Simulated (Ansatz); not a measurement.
# Deformation potentials of HgC2S2N2 (C2/m) by GW, part 3 of 4

Aim: how the gap of HgC2S2N2 (C2/m) follows strain, by a semilocal functional, a hybrid and G0W0.

Ansatz 0.2.0; a semilocal functional, HSE06 and G0W0, plane waves, PAW. Known limits of the many-body steps: not at the basis limit; d shell near the gap, gap tends to lie low; no spin-orbit coupling; coarse k mesh.

So far. Step 10 (Hydrostatic -1.5 %: HSE06): The gap stands +1.15 eV against PBE. Step 12 (Hydrostatic +3.0 %: PBE): The gap is indirect, with the least direct gap 0.07 eV higher.

### 13. Hydrostatic +3.0 %: G0W0

This step: G0W0 on PBE, plane waves, PAW; PAW set soft_1.

File input.yaml:

```yaml
crystal:
  lattice:
    - [5.60217, -2.08163, 0.0]
    - [5.60217, 2.08163, 0.0]
    - [-0.6099331005, 0.0, 6.5999263947]
  atoms:
    - { symbol: Hg, position: [0.0, 0.0, 0.0] }
    - { symbol: C, position: [0.2624501703, 0.2624501703, 0.2151235217] }
    - { symbol: C, position: [0.7375498297, 0.7375498297, 0.7848764783] }
    - { symbol: S, position: [0.1307114958, 0.1307114958, 0.311901511] }
    - { symbol: S, position: [0.8692885042, 0.8692885042, 0.688098489] }
    - { symbol: "N", position: [0.3584389086, 0.3584389086, 0.1566037549] }
    - { symbol: "N", position: [0.6415610914, 0.6415610914, 0.8433962451] }
kpoints:
  mp_grid: { grid: [4, 4, 2] }
hamiltonian:
  xc: pbe
  pseudopotentials: { kind: paw, azcp: { folder: soft_1 } }
scf:
  occupations: { method: fixed }
gw:
  n_empty_bands: 529
  ecut_chi: 140
  qp_bands: [v2, c2]
  qp_kpoints: band_edges
  screening: { model: contour_deformation }
```

Launch:

```bash
$ ansatz run input.yaml --threads 2 --pin off --max-ram 92160MiB --backend cuda --events-out ev --progress --plain --runs-dir out --devices 1 --max-vram 13GiB
```

Numbers of over 12 decimals in the logs are rounded to 6 here.

Log:

```text
GPUs: using 1 of 1 available (devices: 1).
[...]
GPU FFT provider: cuFFT
GPU libraries: cuBLAS 13.8.2, cuFFT 12.4.0, cuSOLVER 12.3.4
Crystal: 7 atoms, lattice volume = 153.932 Å³
Basis set: ecut = 420 eV, 2973 PW (Γ)
Bands: 32, of which v1, the nominal top of the filled ones, is band 25 counted from 1 (24 counted from 0)
Symmetry: 4 space group operations
[...]
k-points: 14 of 32
[...]
1    27      6.6060    -6.9241    -4.0526   -11.8812  0.7879     7.5250     7.5105  root
[...]
13    24      2.0666   -18.8971     2.0514   -15.6942  0.7504     0.8870     0.9151  root
    13    25      2.1263   -19.7129     2.0792   -16.4898  0.7535     0.9558     0.9823  root
    13    26      5.0442   -11.2738    -3.6589   -15.8564  0.7852     5.9794     5.9677  root
    13    27      6.9930    -8.5815    -4.2366   -13.9962  0.7612     8.2048     8.1711  root
[key lines of the parts left out:]
SCF converged after 9 iterations
Free energy (F): -16887.385220 eV
Fermi energy:    2.196464 eV
```

Run time: 23 s. Hardware: 1 × NVIDIA H100 80GB HBM3 (shared by 6 runs) with 2 threads of AMD EPYC 7R13 (Zen 3), shared host; peak memory 2.2 GiB.

Numbers from this step:

```
bands summed                                 : 554
RPA ε∞ on this mesh (eigenvalues)            : 2.372, 2.862, 4.716
plane waves in the screening matrix          : 575
G0W0 gap on the mesh                         : 4.244 eV
k of the valence top                         : -0.5, -0.5, 0
k of the conduction bottom                   : 0, 0, 0
starting gap on the mesh                     : 2.281 eV
least direct G0W0 gap on the computed points : 4.328 eV
```

The gap on the mesh goes from 2.28 eV to 4.24 eV, a correction of +1.96 eV. Between the two edge states, bare exchange in place of the xc potential would open the gap by 7.47 eV, and correlation takes back 5.51 eV.

### 14. Hydrostatic +3.0 %: HSE06

This step: DFT, HSE06, plane waves, PAW; PAW set soft_1.

input.yaml: that of step 13 with these lines changed.

```diff
@@ -15,4 +15,15 @@
   mp_grid: { grid: [4, 4, 2] }
+  band_path:
+    path:
+      - [0.0, 0.0, 0.0]
+      - [-0.28481191, 0.28481191, 0.0]
+      - [-0.71518809, -0.28481191, 0.0]
+      - [-0.5, -0.5, 0.0]
+      - [-0.5, -0.5, 0.5]
+      - [-0.72060342, -0.27939658, 0.5]
+      - [-0.27939658, 0.27939658, 0.5]
+      - [0.0, 0.0, 0.5]
+    npoints: 1
 hamiltonian:
-  xc: pbe
+  xc: hse06
   pseudopotentials: { kind: paw, azcp: { folder: soft_1 } }
@@ -20,7 +31,4 @@
   occupations: { method: fixed }
-gw:
-  n_empty_bands: 529
-  ecut_chi: 140
-  qp_bands: [v2, c2]
-  qp_kpoints: band_edges
-  screening: { model: contour_deformation }
+  n_extra_bands: 6
+output:
+  eigenvalues: true
```

Log:

```text
[...]
GPUs: using 1 of 1 available (devices: 1).
[...]
GPU FFT provider: cuFFT
GPU libraries: cuBLAS 13.8.2, cuFFT 12.4.0, cuSOLVER 12.3.4
Crystal: 7 atoms, lattice volume = 153.932 Å³
Basis set: ecut = 420 eV, 2973 PW (Γ)
Bands: 31, of which v1, the nominal top of the filled ones, is band 25 counted from 1 (24 counted from 0)
Symmetry: 4 space group operations
[...]
k-points: 14 of 32
[...]
E sigma→0 (E₀):  -16891.051118 eV
Fermi energy:    1.453756 eV
[...]
--- Band table (eV; the first three rows and the last of 14) ---
  k-point 0: bands = [... 21 lower, -0.1851, 0.2356, 0.7377, 1.3736, 4.8958, 7.0139, 7.1812, 8.2603, ... 2 higher]
  k-point 1: bands = [... 21 lower, -0.0078, 0.1239, 0.7536, 1.3695, 5.6645, 7.1358, 7.5489, 8.4274, ... 2 higher]
  k-point 2: bands = [... 21 lower, -0.3871, 0.0772, 0.6958, 1.0802, 5.1791, 6.8745, 7.6559, 8.2172, ... 2 higher]
  k-point 13: bands = [... 21 lower, 0.0397, 0.2898, 1.3263, 1.3762, 5.5273, 7.5798, 7.6426, 8.0160, ... 2 higher]
[key lines of the parts left out:]
Free energy (F): -16891.051118 eV
```

Run time: 25 s. Hardware: 1 × NVIDIA H100 80GB HBM3 (shared by 6 runs) with 2 threads; peak memory 1.4 GiB; 30 s of CPU time.

This step gave:

- gap: 3.442 eV
- valence top at: Y_2
- conduction bottom at: Γ
- least direct gap: 3.522 eV

The gap stands +1.16 eV against PBE.

### 15. Uniaxial along z -4.0 %: relaxing the ions

This step: DFT, PBE, plane waves, PAW; PAW set soft_1.

The cell differs from the one that the last finished run ended in (a 5.976 → 5.802 Å, b 5.976 → 5.802 Å, c 6.628 → 6.180 Å, α 94.9 → 95.2°, β 94.9 → 95.2°).

File input.yaml:

```yaml
crystal:
  lattice:
    - [5.439, -2.021, 0.0]
    - [5.439, 2.021, 0.0]
    - [-0.5921680587, 0.0, 6.1513877076]
  atoms:
    - { symbol: Hg, position: [0.0, 0.0, 0.0] }
    - { symbol: C, position: [0.2660832105, 0.2660832105, 0.2231555379] }
    - { symbol: C, position: [0.7339167895, 0.7339167895, 0.7768444621] }
    - { symbol: S, position: [0.1319981946, 0.1319981946, 0.3259757597] }
    - { symbol: S, position: [0.8680018054, 0.8680018054, 0.6740242403] }
    - { symbol: "N", position: [0.3633201476, 0.3633201476, 0.1566524525] }
    - { symbol: "N", position: [0.6366798524, 0.6366798524, 0.8433475475] }
kpoints:
  mp_grid: { grid: [6, 6, 4] }
hamiltonian:
  xc: pbe
  pseudopotentials: { kind: paw, azcp: { folder: soft_1 } }
scf:
  occupations: { method: fermi_dirac, width: 0.02 }
relax:
  f_tol: 0.01
output:
  write_density: true
  write_potential: true
  elf: true
  volumetric_format: npy
```

Log:

```text
GPUs: using 1 of 1 available (devices: 1).
[...]
GPU FFT provider: cuFFT
GPU libraries: cuBLAS 13.8.2, cuFFT 12.4.0, cuSOLVER 12.3.4
Crystal: 7 atoms, lattice volume = 135.235 Å³
Basis set: ecut = 420 eV, 2661 PW (Γ), exchange–correlation on 80×80×90 points (8 copies of the dense FFT grid, shifted against one another)
Bands: 32, of which v1, the nominal top of the filled ones, is band 25 counted from 1 (24 counted from 0)
[...]
F+E_penalty+E_count = -16887.25255495 eV   max|allowed force component| = 2.109e-3 eV/Å
  atoms:
[...]
- { symbol: C, position: [0.267201, 0.267201, 0.226328] }
    - { symbol: C, position: [0.732799, 0.732799, 0.773672] }
    - { symbol: S, position: [0.134435, 0.134435, 0.336458] }
    - { symbol: S, position: [0.865565, 0.865565, 0.663542] }
    - { symbol: N, position: [0.364028, 0.364028, 0.156156] }
    - { symbol: N, position: [0.635972, 0.635972, 0.843844] }
[key lines of the parts left out:]
SCF converged after 4 iterations
Free energy (F): -16887.252555 eV
Fermi energy:    4.629478 eV
```

Elapsed: 14 s, on 1 × NVIDIA H100 80GB HBM3 (shared by 6 runs) with 2 threads; peak memory 1 GiB.

Step by step:

```
step  energy less that of the first step (eV)  largest force component (eV/Å)
   1                                   0.0000                          0.7194
   2                                  -0.0289                          0.1579
   3                                  -0.0416                          0.1936
   4                                  -0.0456                          0.0374
   5                                  -0.0463                          0.0378
   6                                  -0.0464                          0.0680
   7                                  -0.0465                          0.0024
   8                                  -0.0465                          0.0021
```

Forces are held to the 4 operations that the run works with; a distortion that breaks them can't arise in this run.

The atoms that moved most (Å):

```
atom      dx     dy      dz  length
  S4   0.020  0.000   0.064   0.068
  S5  -0.020  0.000  -0.064   0.068
  C2   0.010  0.000   0.020   0.022
  C3  -0.010  0.000  -0.020   0.022
  N7  -0.008  0.000   0.003   0.009
  N6   0.008  0.000  -0.003   0.009
```

### 16. Uniaxial along z -4.0 %: PBE

File input.yaml:

```yaml
crystal:
  lattice:
    - [5.439, -2.021, 0.0]
    - [5.439, 2.021, 0.0]
    - [-0.5921680587, 0.0, 6.1513877076]
  atoms:
    - { symbol: Hg, position: [0.0, 0.0, 0.0] }
    - { symbol: C, position: [0.26720118, 0.26720118, 0.226327748] }
    - { symbol: C, position: [0.73279882, 0.73279882, 0.773672252] }
    - { symbol: S, position: [0.1344351749, 0.1344351749, 0.3364579555] }
    - { symbol: S, position: [0.8655648251, 0.8655648251, 0.6635420445] }
    - { symbol: "N", position: [0.3640277064, 0.3640277064, 0.1561560985] }
    - { symbol: "N", position: [0.6359722936, 0.6359722936, 0.8438439015] }
kpoints:
  mp_grid: { grid: [6, 6, 4] }
  band_path:
    path:
      - [0.0, 0.0, 0.0]
      - [-0.28481191, 0.28481191, 0.0]
      - [-0.71518809, -0.28481191, 0.0]
      - [-0.5, -0.5, 0.0]
      - [-0.5, -0.5, 0.5]
      - [-0.72060342, -0.27939658, 0.5]
      - [-0.27939658, 0.27939658, 0.5]
      - [0.0, 0.0, 0.5]
    npoints: 1
hamiltonian:
  xc: pbe
  pseudopotentials: { kind: paw, azcp: { folder: soft_1 } }
scf:
  occupations: { method: fermi_dirac, width: 0.02 }
  n_extra_bands: 6
output:
  eigenvalues: true
  forces: true
  stress: true
```

Log:

```text
[...]
GPUs: using 1 of 1 available (devices: 1).
[...]
GPU FFT provider: cuFFT
GPU libraries: cuBLAS 13.8.2, cuFFT 12.4.0, cuSOLVER 12.3.4
Crystal: 7 atoms, lattice volume = 135.235 Å³
Basis set: ecut = 420 eV, 2661 PW (Γ), exchange–correlation on 80×80×90 points (8 copies of the dense FFT grid, shifted against one another)
[...]
k-point 0: bands = [... 21 lower, 1.5625, 2.5594, 2.6931, 3.3552, 5.7637, 7.6334, 7.8785, 8.6380, ... 2 higher]
  k-point 1: bands = [... 21 lower, 1.7322, 2.5210, 2.6843, 3.3682, 6.2093, 7.8285, 7.9505, 8.7600, ... 2 higher]
  k-point 2: bands = [... 21 lower, 1.9078, 2.4560, 2.6780, 3.3785, 6.7025, 7.7781, 8.4266, 8.9492, ... 2 higher]
  k-point 46: bands = [... 21 lower, 2.2194, 2.3625, 3.3470, 3.3560, 6.3715, 8.0495, 8.1983, 8.6820, ... 2 higher]
[key lines of the parts left out:]
SCF converged after 10 iterations
Free energy (F): -16887.252555 eV
Fermi energy:    4.629492 eV
P = ⅓ Tr σ = 2.0583 GPa (20.583 kbar)
```

The job ended after 5.1 s (1 × NVIDIA H100 80GB HBM3 (shared by 6 runs) with 2 threads; peak memory 0.96 GiB).

Numbers from this step:

```
pressure             : 2.058 GPa
gap                  : 2.274 eV
valence top at       : Y_2
conduction bottom at : Γ
least direct gap     : 2.409 eV
```

The gap is indirect, with the least direct gap 0.13 eV higher.

### 17. Uniaxial along z -4.0 %: G0W0

This step: G0W0 on PBE, plane waves, PAW; PAW set soft_1.

input.yaml, the sections that differ from step 16:

```yaml
kpoints:
  mp_grid: { grid: [4, 4, 2] }
scf:
  occupations: { method: fixed }
gw:
  n_empty_bands: 529
  ecut_chi: 140
  qp_bands: [v2, c2]
  qp_kpoints: band_edges
  screening: { model: contour_deformation }
# crystal, hamiltonian: as in step 16
# output: removed
```

Log:

```text
GPUs: using 1 of 1 available (devices: 1).
[...]
GPU FFT provider: cuFFT
GPU libraries: cuBLAS 13.8.2, cuFFT 12.4.0, cuSOLVER 12.3.4
Crystal: 7 atoms, lattice volume = 135.235 Å³
Basis set: ecut = 420 eV, 2661 PW (Γ)
Bands: 32, of which v1, the nominal top of the filled ones, is band 25 counted from 1 (24 counted from 0)
Symmetry: 4 space group operations
[...]
k-points: 14 of 32
[...]
1    27      7.7782    -7.3954    -4.2880   -12.5009  0.7819     8.6077     8.5957  root
[...]
13    24      3.3471   -19.9722     2.1356   -16.7968  0.7517     2.2859     2.3073  root
    13    25      3.3560   -18.8965     2.0631   -15.7786  0.7497     2.2787     2.3013  root
    13    26      6.3716   -11.4074    -3.8466   -16.0730  0.7814     7.1998     7.1907  root
    13    27      8.0497    -8.6291    -4.3796   -14.0632  0.7611     9.1282     9.1043  root
[key lines of the parts left out:]
SCF converged after 10 iterations
Free energy (F): -16887.251890 eV
Fermi energy:    3.489900 eV
```

Elapsed: 36 s, on 1 × NVIDIA H100 80GB HBM3 (shared by 6 runs) with 2 threads; peak memory 2 GiB; 56 s of CPU time.

Numbers from this step:

```
bands summed                                 : 554
RPA ε∞ on this mesh (eigenvalues)            : 2.713, 3.418, 5.355
plane waves in the screening matrix          : 505
G0W0 gap on the mesh                         : 4.030 eV
k of the valence top                         : -0.5, -0.5, 0
k of the conduction bottom                   : 0, 0, 0
starting gap on the mesh                     : 2.274 eV
least direct G0W0 gap on the computed points : 4.169 eV
```

The gap on the mesh goes from 2.27 eV to 4.03 eV, a correction of +1.76 eV. Between the two edge states, bare exchange in place of the xc potential would open the gap by 7.49 eV, and correlation takes back 5.73 eV.

### 18. Uniaxial along z -4.0 %: HSE06

This step: DFT, HSE06, plane waves, PAW; PAW set soft_1.

input.yaml: that of step 17 with these lines changed.

```diff
@@ -15,4 +15,15 @@
   mp_grid: { grid: [4, 4, 2] }
+  band_path:
+    path:
+      - [0.0, 0.0, 0.0]
+      - [-0.28481191, 0.28481191, 0.0]
+      - [-0.71518809, -0.28481191, 0.0]
+      - [-0.5, -0.5, 0.0]
+      - [-0.5, -0.5, 0.5]
+      - [-0.72060342, -0.27939658, 0.5]
+      - [-0.27939658, 0.27939658, 0.5]
+      - [0.0, 0.0, 0.5]
+    npoints: 1
 hamiltonian:
-  xc: pbe
+  xc: hse06
   pseudopotentials: { kind: paw, azcp: { folder: soft_1 } }
@@ -20,7 +31,4 @@
   occupations: { method: fixed }
-gw:
-  n_empty_bands: 529
-  ecut_chi: 140
-  qp_bands: [v2, c2]
-  qp_kpoints: band_edges
-  screening: { model: contour_deformation }
+  n_extra_bands: 6
+output:
+  eigenvalues: true
```

Log:

```text
[...]
GPUs: using 1 of 1 available (devices: 1).
[...]
GPU FFT provider: cuFFT
GPU libraries: cuBLAS 13.8.2, cuFFT 12.4.0, cuSOLVER 12.3.4
Crystal: 7 atoms, lattice volume = 135.235 Å³
Basis set: ecut = 420 eV, 2661 PW (Γ)
Bands: 31, of which v1, the nominal top of the filled ones, is band 25 counted from 1 (24 counted from 0)
Symmetry: 4 space group operations
[...]
k-points: 14 of 32
[...]
E sigma→0 (E₀):  -16890.953987 eV
Fermi energy:    2.760156 eV
[...]
--- Band table (eV; the first three rows and the last of 14) ---
  k-point 0: bands = [... 21 lower, 0.8231, 1.7467, 1.9242, 2.6107, 6.1942, 8.1251, 8.3949, 9.2545, ... 2 higher]
  k-point 1: bands = [... 21 lower, 1.1398, 1.6071, 1.9066, 2.6363, 7.2459, 8.3198, 8.9968, 9.6076, ... 2 higher]
  k-point 2: bands = [... 21 lower, 0.8065, 1.2230, 1.9161, 2.3513, 6.4632, 8.0389, 8.9081, 9.4114, ... 2 higher]
  k-point 13: bands = [... 21 lower, 1.5249, 1.5467, 2.6013, 2.6327, 6.8679, 8.6396, 8.7750, 9.2879, ... 2 higher]
[key lines of the parts left out:]
Free energy (F): -16890.953987 eV
```

Wall time 25 s (1 × NVIDIA H100 80GB HBM3 (shared by 6 runs) with 2 threads); peak memory 1.4 GiB.

Numbers from this step:

```yaml
gap: 3.434 eV
valence_top_at: Y_2
conduction_bottom_at: Γ
least_direct_gap: 3.584 eV
```

The gap stands +1.16 eV against PBE.

### 19. Biaxial in xy -1.5 %: relaxing the ions

This step: DFT, PBE, plane waves, PAW; PAW set soft_1.

The cell differs from the one that the last finished run ended in (a 5.802 → 5.715 Å, b 5.802 → 5.715 Å, c 6.180 → 6.434 Å, α 95.2 → 94.9°, β 95.2 → 94.9°).

File input.yaml:

```yaml
crystal:
  lattice:
    - [5.357415, -1.990685, 0.0]
    - [5.357415, 1.990685, 0.0]
    - [-0.5832855378, 0.0, 6.4076955288]
  atoms:
    - { symbol: Hg, position: [0.0, 0.0, 0.0] }
    - { symbol: C, position: [0.2660832105, 0.2660832105, 0.2231555379] }
    - { symbol: C, position: [0.7339167895, 0.7339167895, 0.7768444621] }
    - { symbol: S, position: [0.1319981946, 0.1319981946, 0.3259757597] }
    - { symbol: S, position: [0.8680018054, 0.8680018054, 0.6740242403] }
    - { symbol: "N", position: [0.3633201476, 0.3633201476, 0.1566524525] }
    - { symbol: "N", position: [0.6366798524, 0.6366798524, 0.8433475475] }
kpoints:
  mp_grid: { grid: [6, 6, 4] }
hamiltonian:
  xc: pbe
  pseudopotentials: { kind: paw, azcp: { folder: soft_1 } }
scf:
  occupations: { method: fermi_dirac, width: 0.02 }
relax:
  f_tol: 0.01
output:
  write_density: true
  write_potential: true
  elf: true
  volumetric_format: npy
```

Log:

```text
GPUs: using 1 of 1 available (devices: 1).
[...]
GPU FFT provider: cuFFT
GPU libraries: cuBLAS 13.8.2, cuFFT 12.4.0, cuSOLVER 12.3.4
Crystal: 7 atoms, lattice volume = 136.675 Å³
Basis set: ecut = 420 eV, 2687 PW (Γ), exchange–correlation on 80×80×90 points (8 copies of the dense FFT grid, shifted against one another)
Bands: 32, of which v1, the nominal top of the filled ones, is band 25 counted from 1 (24 counted from 0)
[...]
F+E_penalty+E_count = -16887.27647587 eV   max|allowed force component| = 5.138e-4 eV/Å
  atoms:
    - { symbol: Hg, position: [0, 0, 1.498656339797584e-19] }
    - { symbol: C, position: [0.267088, 0.267088, 0.225660] }
    - { symbol: C, position: [0.732912, 0.732912, 0.774340] }
    - { symbol: S, position: [0.131538, 0.131538, 0.329513] }
    - { symbol: S, position: [0.868462, 0.868462, 0.670487] }
    - { symbol: N, position: [0.365088, 0.365088, 0.156395] }
    - { symbol: N, position: [0.634912, 0.634912, 0.843605] }
[key lines of the parts left out:]
SCF converged after 4 iterations
Free energy (F): -16887.276476 eV
Fermi energy:    4.542636 eV
```

The job ended after 9.3 s (1 × NVIDIA H100 80GB HBM3 (shared by 6 runs) with 2 threads; peak memory 1 GiB).

The steps of the relaxation:

```
step  energy less that of the first step (eV)  largest force component (eV/Å)
   1                                   0.0000                          1.5636
   2                                  -0.0342                          0.2761
   3                                  -0.0353                          0.3314
   4                                  -0.0396                          0.0849
   5                                  -0.0397                          0.0246
   6                                  -0.0398                          0.0122
   7                                  -0.0398                          0.0005
```

The run keeps the 4 symmetry operations that it works with, so distortions that break them were not tested.

The atoms that moved most (Å):

```
atom      dx     dy      dz  length
  S5   0.007  0.000  -0.023   0.024
  S4  -0.007  0.000   0.023   0.024
  N7  -0.019  0.000   0.002   0.019
  N6   0.019  0.000  -0.002   0.019
  C2   0.009  0.000   0.016   0.019
  C3  -0.009  0.000  -0.016   0.019
```

(Part 3 of 4 ends here.)

[Paths, hosts, dates, memory and timing lines, banners, echoed tables and standing remarks are left out of the program output.]

[Logs are printed without paths, hosts, clocks, repeated set-up lines and the standing remarks that a program may print on its own settings, such as how far it seeks lower states.]

[Runs of the session that timed out or met a known fault of the program may be left out.]

[Cells called generated may have been cut or substituted from an entry of the Crystallography Open Database or the Materials Project.]

[Hosts, paths, dates, database ids (printed as entryN), source tags and the programs' standing remarks are cut or masked in the printed files.]
